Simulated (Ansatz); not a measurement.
# Which functional for work functions? 8 faces: 5d metals

Five functionals are run on the same slabs. Which comes nearest to measured work functions, is its error a steady shift or a scatter, and what does it cost?

Measured values are compiled ones, as quoted in “Anisotropic work function of elemental crystals” (2019, arxiv:1902.07811).

How it was computed: Ansatz 0.2.0, plane waves with PAW datasets (its set soft_2) at their recommended cutoffs; symmetric slabs of 7 layers (11 for bcc (111)) cut at the tabulated experimental lattice constant, atoms at bulk places, 18 Å of vacuum, k-spacing 0.16 Å⁻¹ (2π included), Fermi-Dirac smearing of 0.1 eV, SCF threshold 1e-9 eV; spin-polarised where the metal is Fe, Co or Ni. The work function is the vacuum level less the Fermi level; differences are formed before rounding. CPU times are from shared hosts of several kinds.

Results:

| face | measured (eV) | LDA error (eV) | PBEsol error (eV) | r2SCAN error (eV) | PBE error (eV) | RPBE error (eV) |
| --- | --- | --- | --- | --- | --- | --- |
| Ta(100) | 4.1 | +0.13 | −0.02 | −0.07 | −0.10 | −0.23 |
| Ta(110) | 4.74 | +0.27 | +0.14 | +0.15 | +0.05 | −0.07 |
| Ta(111) | 3.5 | +0.27 | +0.07 | −0.04 | 0.00 | −0.15 |
| W(110) | 5.25 | −0.08 | −0.25 | −0.27 | −0.35 | −0.48 |
| W(111) | 4.47 | −0.23 | −0.43 | −0.51 | −0.51 | −0.66 |
| Re(0001) | 5.15 | +0.18 | 0.00 | −0.05 | −0.12 | −0.26 |
| Ir(111) | 5.78 | +0.09 | −0.14 | −0.23 | −0.28 | −0.43 |
| Pt(111) | 5.91 | +0.14 | −0.11 | −0.18 | −0.25 | −0.41 |
| mean error |  | +0.10 | −0.09 | −0.15 | −0.20 | −0.34 |
| mean absolute error |  | 0.17 | 0.15 | 0.19 | 0.21 | 0.34 |
| spread about the mean |  | 0.16 | 0.17 | 0.18 | 0.18 | 0.18 |
| mean absolute error, PBE's relaxation shift added |  | 0.17 | 0.19 | 0.22 | 0.25 | 0.36 |
| CPU time over PBE's (median, rounded) |  | 1 | 1 | 2 | 1 | 1 |

**Reading.** PBEsol has the smallest mean absolute error, 0.15 eV, but LDA, r2SCAN and PBE are within 0.1 eV of it, which measured values of this quality can't tell apart. PBEsol's error is mostly scatter (mean −0.09, spread 0.17 eV), and its worst face is W(111), where relaxation alone moves PBE by +0.23 eV. Relaxation moves PBE's values by −0.18 to +0.32 eV; with that shift added to every functional (zero where a face has no relaxed run), the two smallest errors are 0.17 eV (LDA) and 0.19 eV (PBEsol). The mean errors run from −0.34 to +0.10 eV, while the spread about the mean stays between 0.16 and 0.18 eV: the functionals differ from each other mostly by a common shift. PBE is low on average by 0.20 eV. r2SCAN, at its higher cutoff, takes about 2.1 times PBE's time (median) for a mean absolute error of 0.19 eV against PBE's 0.21 eV.

**Limits.** Compiled measured values differ between sources by a tenth of an eV or more, which bounds what the ranking can tell. The slabs are unrelaxed and share the tabulated experimental lattice constant; faces that reconstruct, and Cr, whose antiferromagnetism these cells miss, and faces where a run is missing or in doubt, are left out. Spin-orbit coupling is left out. The table is a selection: not every member that was run is listed.
